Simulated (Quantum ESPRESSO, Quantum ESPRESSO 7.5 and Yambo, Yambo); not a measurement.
**How the form of the self-energy moves the gap of BaTiO3 (P4mm)**

Wanted: the gap of BaTiO3 (P4mm) under several approximations, with cost.

Main program and level: Quantum ESPRESSO 7.5 and Yambo 5.3.0; PBE and many-body steps on it, plane waves.

## (1) The structure

Symmetry: P4mm, No. 99, tetragonal system. Conventional cell: a = 3.990 Å, b = 3.990 Å, c = 4.023 Å, α = 90.00°, β = 90.00°, γ = 90.00°. Nearest to Ba lie 12 O at 2.80 to 2.87 Å. Ti has 6 O at 1.84 to 2.18 Å nearest. Nearest to O lie 2 Ti at 1.84 to 2.18 Å and 4 Ba at 2.82 Å. Nearest to O lie 2 Ti at 2.00 Å and 4 Ba at 2.80 to 2.87 Å. Farther neighbours and most contacts between anions are not listed.

The cell and positions come from the Crystallography Open Database and are kept as given unless a step says otherwise. Spin-orbit coupling is left out unless a step names it.

## (2) Empty states on the mesh, 4×4×4 mesh, 287 bands

This step: Quantum ESPRESSO 7.5; DFT, PBE, plane waves, norm-conserving pseudopotentials.

The sums over transitions need many empty states on a uniform mesh; this step solves for them.

File pw.in:

```
&control
  calculation = 'nscf'
  prefix = 'x'
  outdir = 'o'
  pseudo_dir = 'pseudo'
/
&system
  ibrav = 0
  nat = 5
  ntyp = 3
  ecutwfc = 76.0
  nbnd = 287
  force_symmorphic = .true.
/
&electrons
  conv_thr = 1e-9
  electron_maxstep = 80
  diago_full_acc = .true.
  diago_thr_init = 5e-6
/
ATOMIC_SPECIES
  Ba 137.33 Ba.upf
  Ti 47.867 Ti.upf
  O 15.999 O.upf
CELL_PARAMETERS angstrom
  3.9904800000 0.0000000000 0.0000000000
  0.0000000000 3.9904800000 0.0000000000
  0.0000000000 0.0000000000 4.0230300000
ATOMIC_POSITIONS crystal
  Ba 0.0000000000 0.0000000000 0.0000000000
  Ti 0.5000000000 0.5000000000 0.5220000000
  O 0.5000000000 0.5000000000 0.9790000000
  O 0.5000000000 0.0000000000 0.4880000000
  O 0.0000000000 0.5000000000 0.4880000000
K_POINTS automatic
  4 4 4 0 0 0
```

Command:

```
OMP_NUM_THREADS=1 mpirun -n 4 pw.x -nk 4 -in pw.in > pw.out
```

Log:

```text
Program PWSCF v.7.5 starts

     This program is part of the open-source Quantum ESPRESSO suite
     for quantum simulation of materials; please cite
         "P. Giannozzi et al., J. Phys.:Condens. Matter 21 395502 (2009);
         "P. Giannozzi et al., J. Phys.:Condens. Matter 29 465901 (2017);
         "P. Giannozzi et al., J. Chem. Phys. 152 154105 (2020);
     in publications or presentations arising from this work. More details at

     Atomic positions and unit cell read from directory:
     o/x.save/

     Message from routine setup:
[...]
52.2417  52.2417  54.2265  54.5769  54.5769  55.3029  55.3029  56.0633
     [... 24 further rows ...]
   145.3299 145.5824 145.5824 145.8906 147.1656 147.1656 147.4259 148.2985
   148.7008 148.7008 148.7238 149.0941 149.4812 149.4812 149.4856

          k = 0.0000 0.2500 0.0000 (  4821 PWs)   bands (ev):

     [... further k-points ...]

     highest occupied, lowest unoccupied level (ev):    10.4956   12.3468

     XML data file, pseudopotentials, collected wavefunctions

=------------------------------------------------------------------------------=
   JOB DONE.
=------------------------------------------------------------------------------=
```

The job ended after 79 s (4 MPI ranks of Arm Neoverse V2, shared host; peak memory 0.71 GiB; 5.2 min of CPU time).

Numbers from this step:

```
gap                                                           : 1.851 eV
k of the valence top                                          : -0.5, -0.5, -0.5
k of the conduction bottom                                    : 0, 0, 0
least direct gap                                              : 2.222 eV
k points computed                                             : 18
lowest point of the top converged band, above the valence top : 134.6930 eV
```

On this mesh the gap is 1.851 eV.

The density comes from a self-consistent run that is not shown.

## (3) Conversion and set-up

This step: Yambo 5.3.0; conversion and set-up on PBE, plane waves, norm-conserving pseudopotentials.

The states are converted to the many-body program's format and the q mesh is built.

Command:

```
(cd o/x.save; p2y > p2y.log; mv SAVE ../..); yambo > setup.log
```

Log:

```text
 Yambo, version 5.3.0

 [02] CORE Variables Setup
 =========================

  [02.01] Unit cells
  ==================

  Cell kind             :  Unknown
  Atoms in the cell     :  Ba  Ti  O
  number of Ba atoms    :  1
  number of Ti atoms    :  1
  number of O  atoms    :  3

  List of atomic masses
  Mass of Ba    :  137.3300
  Mass of Ti    :  47.86700
  Mass of O     :  15.99900

  List of atomic coordinates    : [cc]
  Ba1       :  0.000000  0.000000  0.000000  order 1
  Ti1       :  3.770457  3.770457  3.968466  order 2
[...]
K/Q-points units:
 rlu = crystal or reduced units; cc = cartesian coordinates; iku = interal k-units

 Q [ 1]         [rlu]:  0.000000  0.000000  0.000000
 Q [ 2]         [rlu]:  0.000000  0.000000  0.250000
 Q [ 3]         [rlu]:  0.000000  0.000000 -0.500000
[...]
Q [ 8]         [rlu]:  0.000000 -0.500000  0.250000
 Q [ 9]         [rlu]:  0.000000 -0.500000 -0.500000
 Q [10]         [rlu]:  0.250000  0.250000  0.000000
     [... 6 further rows ...]
 Q [17]         [rlu]: -0.500000 -0.500000  0.250000
 Q [18]         [rlu]: -0.500000 -0.500000 -0.500000

  [03.01] X indexes
  =================

   [03.01.01] Sigma indexes
   ========================

 [06] Game Over & Game summary
```

The job ended after 3 s (1 MPI rank; peak memory 0.25 GiB).

## (4) G0W0, Godby-Needs plasmon pole

G0W0 replaces the xc potential by the self-energy, built once from these orbitals. Only a window of levels is corrected, while the sums run over the empty bands that the input names.

This step: G0W0 on PBE, plane waves, norm-conserving pseudopotentials.

File gw2.in:

```
HF_and_locXC
gw0
dyson
ppa
em1d
rim_cut
RandQpts= 1000000
RandGvec= 1 RL
EXXRLvcs= 76 Ry
VXCRLvcs= 304 Ry
Chimod= "HARTREE"
% BndsRnXp
 1 | 129 |
%
NGsBlkXp= 10 Ry
% LongDrXp
 1 | 1 | 1 |
%
% GbndRnge
 1 | 129 |
%
DysSolver= "n"
ExtendOut
PPAPntXp= 27.21138 eV
% QPkrange
 18 | 18 | 19 | 22 |
 1 | 1 | 19 | 22 |
%
```

Command:

```
OMP_NUM_THREADS=1 mpirun -n 4 yambo -F gw2.in -J gw2 -C gw2 > gw2.log
```

Log:

```text
 Yambo, version 5.3.0

 [02] CORE Variables Setup
 =========================

  [... cell, symmetries and grids as in the set-up ...]

  [02.05] Energies & Occupations
  ==============================

  [X] === General ===
  [X] Electronic Temperature                        :  0.000000  0.000000 [eV K]
  [X] Bosonic    Temperature                        :  0.000000  0.000000 [eV K]
  [X] Finite Temperature mode                       : no
  [X] El. density                                   :  0.62439E+24 [cm-3]
  [X] Fermi Level                                   :  10.49564 [eV]

  [X] === Gaps and Widths ===
  [X] Conduction Band Min                           :  1.851171 [eV]
  [X] Valence Band Max                              :  0.000000 [eV]
  [X] Filled Bands                                  :  20
  [X] Empty Bands                                   :   21  287
  [X] Direct Gap                                    :  2.221732 [eV]
  [X] Direct Gap localized at k                     :  1
  [X] Indirect Gap                                  :  1.851171 [eV]
  [X] Indirect Gap between kpts                     :  18   1
  [X] Last valence band width                       :  0.967689 [eV]
  [X] 1st conduction band width                     :  2.396446 [eV]

 [03] Transferred momenta grid and indexing
 ==========================================

 IBZ Q-points                                      :  18
 BZ  Q-points                                      :   64

 K/Q-points units:
 rlu = crystal or reduced units; cc = cartesian coordinates; iku = interal k-units

 Q [ 1]         [rlu]:  0.000000  0.000000  0.000000
 Q [ 2]         [rlu]:  0.000000  0.000000  0.250000
 Q [ 3]         [rlu]:  0.000000  0.000000 -0.500000
 Q [ 4]         [rlu]:  0.000000  0.250000  0.000000
 Q [ 5]         [rlu]:  0.000000  0.250000  0.250000
 Q [ 6]         [rlu]:  0.000000  0.250000 -0.500000
 Q [ 7]         [rlu]:  0.000000 -0.500000  0.000000
 Q [ 8]         [rlu]:  0.000000 -0.500000  0.250000
 Q [ 9]         [rlu]:  0.000000 -0.500000 -0.500000
 Q [10]         [rlu]:  0.250000  0.250000  0.000000
     [... 6 further rows ...]
 Q [17]         [rlu]: -0.500000 -0.500000  0.250000
 Q [18]         [rlu]: -0.500000 -0.500000 -0.500000

 [04] Coloumb potential Random Integration (RIM)
 ===============================================

  [04.01] RIM initialization
  ==========================

  * Diagonal components only detected *

  8 x (sBL volume)        :  0.071722 [a.u.]
  sBZ random points       :  1000000
  Points outside the sBZ  :   7992674
  RL volume               :  0.573772 [a.u.]
  Integrated volume       :  0.574298 [a.u.]

  [04.02] RIM integrals
  =====================

  Gamma point sphere radius             :  0.075365 [a.u.]
  Points outside the sphere             :   799811
  [Int_sBZ(q=0) 1/q^2]*(Vol_sBZ)^(-1/3) =:  7.678270
                                 should be <:  7.795600

  Summary of Coulomb integrals for non-metallic bands |Q|[au] RIM/Bare

  Q [1] 0.100000E-4 0.984949 * Q [2] 0.206618 1.046119
  Q [4] 0.208303 1.052505 * Q [5] 0.293396 1.049018
  Q [10] 0.294585 1.050977 * Q [11] 0.359821 1.035731
  Q [3] 0.413236 1.019402 * Q [7] 0.416606 1.019496
  Q [6] 0.462768 1.018035 * Q [8] 0.465029 1.017337
  Q [13] 0.465780 1.017829 * Q [12] 0.507488 1.016008
  Q [14] 0.509551 1.015385 * Q [9] 0.586792 1.011894
  Q [16] 0.589170 1.011790 * Q [15] 0.622667 1.010825
  Q [17] 0.624350 1.010447 * Q [18] 0.719643 1.008389

 [WARNING] [Xp] User bands 1-129 break level degeneracy

 [05] Dipoles
 ============

  [05.01] Setup: observables and procedures
  =========================================

  [WARNING] [x,Vnl] slows the Dipoles computation. To neglect it rename the ns.kb_pp file

 [06] Dynamic Dielectric Matrix (PPA)
 ====================================

 [WR./gw2//ndb.pp]---------------------------------------------------------------
  Brillouin Zone Q/K grids (IBZ/BZ)                :   18   64   18   64
  RL vectors                                       :   5983 [WF]
[...]
X matrix size                                    :  253
  X band range                                     :    1  129
  X e/h energy range                               : -1.000000 -1.000000 [eV]
  X Time ordering                                  : R
  X Hxc Kernel                                     : HARTREE
  X Drude frequency                                :  0.000000  0.000000
  X poles                                          :  100.0000 [o/o]
  RL vectors in the sum                            :   5983
  [r,Vnl] included                                 : yes
  Field direction                                  :  0.577350E-5  0.577350E-5  0.577350E-5
  BZ energy Double Grid                            : no
  BZ energy DbGd points                            : 0
  BZ Q point size factor                           : -1.000000
  X Optical Averaged directions                    : none

 [07] Local Exchange-Correlation + Non-Local Fock
 ================================================

 [VXC] Plane waves :   38715
 [EXS] Plane waves :   4897

 QP @ state[ 1 ] K range:  1  1
 QP @ state[ 1 ] b range:  19  22
 QP @ state[ 2 ] K range:  18  18
 QP @ state[ 2 ] b range:  19  22

 [xc] Functional : Perdew, Burke & Ernzerhof(X)+Perdew, Burke & Ernzerhof(C)
 [xc] LIBXC used to calculate xc functional
  PP Number of Atomic Species                      :  3
  NLCC RL compoments                               :   38715
  PP Number of Atomic Species                      :  3
  NLCC RL compoments                               :   38715

 [xc] E_xc :  -21.67922 [Ha]
      E_xc :  -43.35844 [Ry]

  Local XC kind (lXC) : Perdew, Burke & Ernzerhof(X)+Perdew, Burke & Ernzerhof(C)
  Non-Local XC kind (nlXC) : Hartree-Fock

  Corrections @ K [1] :  [eV]
 <19|nlXC|19> = -24.43206  0.17587E-16 <19|lXC|19> = -20.00498 -0.37763E-15
 <20|nlXC|20> = -24.43191 -0.27935E-17 <20|lXC|20> = -20.00498 -0.18882E-15
 <21|nlXC|21> = -11.39896  0.23850E-17 <21|lXC|21> = -18.77475  0.000000
 <22|nlXC|22> = -12.09061 -0.10896E-17 <22|lXC|22> = -19.06031  0.37763E-15

  Corrections @ K [18] :  [eV]
 <19|nlXC|19> = -24.90329  0.24303E-16 <19|lXC|19> = -19.96286 -0.37763E-15
 <20|nlXC|20> = -24.96123  0.24942E-17 <20|lXC|20> = -20.00654  0.18882E-15
 <21|nlXC|21> = -13.09651 -0.83928E-18 <21|lXC|21> = -21.85264  0.000000
 <22|nlXC|22> = -13.21928  0.47049E-18 <22|lXC|22> = -21.85357 -0.18882E-15

  [07.01] Hartree-Fock occupations report
  =======================================

  [Hartree-Fock] === General ===
  [Hartree-Fock] Electronic Temperature             :  0.000000  0.000000 [eV K]
  [Hartree-Fock] Bosonic    Temperature             :  0.000000  0.000000 [eV K]
  [Hartree-Fock] Finite Temperature mode            : no
  [Hartree-Fock] El. density                        :  0.62439E+24 [cm-3]
  [Hartree-Fock] Fermi Level                        :  10.49564 [eV]

  [Hartree-Fock] === Gaps and Widths ===
  [Hartree-Fock] Conduction Band Min                :  1.925171 [eV]
  [Hartree-Fock] Valence Band Max                   : -0.036277 [eV]
  [Hartree-Fock] Filled Bands                       :  20
  [Hartree-Fock] Empty Bands                        :   21  287
  [Hartree-Fock] Direct Gap                         :  2.473257 [eV]
  [Hartree-Fock] Direct Gap localized at k          :  2
  [Hartree-Fock] Indirect Gap                       :  1.961449 [eV]
  [Hartree-Fock] Indirect Gap between kpts          :  17   2
  [Hartree-Fock] Last valence band width            :  4.918411 [eV]
  [Hartree-Fock] 1st conduction band width          :  11.07858 [eV]

 [08] Dyson equation: Newton solver
 ==================================

  [08.01] G0W0 (W PPA)
  ====================

  [  GW  ] Bands range     :    1  129
  [GW/PPA] G damping       :  0.100000 [eV]

  QP @ state[ 1 ] K range:  1  1
  QP @ state[ 1 ] b range:  19  22
  QP @ state[ 2 ] K range:  18  18
  QP @ state[ 2 ] b range:  19  22

   Sc/G bands                                       :    1  129
   Sc/G damping                                     :  0.100000 ev
   Sc bands terminator                              : no
   Sx RL components                                 :   4897

   QP @ state[ 1 ] K range                          :  1  1
   QP @ state[ 1 ] b range                          :  19  22
   QP @ state[ 2 ] K range                          :  18  18
   QP @ state[ 2 ] b range                          :  19  22
   GF energies kind                                 : Perdew, Burke & Ernzerhof(X)+Perdew, Burke & Ernzerhof(C)
   GF WF`s kind                                     : Perdew, Burke & Ernzerhof(X)+Perdew, Burke & Ernzerhof(C)
   Xs energies kind                                 : Perdew, Burke & Ernzerhof(X)+Perdew, Burke & Ernzerhof(C)
   Xs WF`s kind                                     : Perdew, Burke & Ernzerhof(X)+Perdew, Burke & Ernzerhof(C)

 [11] Game Over & Game summary
```

It took 4.1 min on 4 MPI ranks; peak memory 2.1 GiB.

Numbers from this step:

* G0W0 gap on the points computed: 3.334 eV
* starting gap on the mesh: 1.851 eV
* k of the valence top: -0.5, -0.5, -0.5
* k of the conduction bottom: 0, 0, 0
* least direct G0W0 gap on the computed points: 3.717 eV
* Z at the valence top: 0.7641
* Z at the conduction bottom: 0.7786

The gap on the mesh goes from 1.85 eV to 3.33 eV, a correction of +1.48 eV.

(Continued in part 2 of 2.)

[Paths, hosts, dates, memory and timing lines, banners, echoed tables and standing remarks are left out of the program output.]

[Logs are printed without paths, hosts, clocks, repeated set-up lines and the standing remarks that a program may print on its own settings, such as how far it seeks lower states.]

[Runs of the session that timed out or met a known fault of the program may be left out.]

[Hosts, paths, dates, database ids (printed as entryN), source tags and the programs' standing remarks are cut or masked in the printed files.]
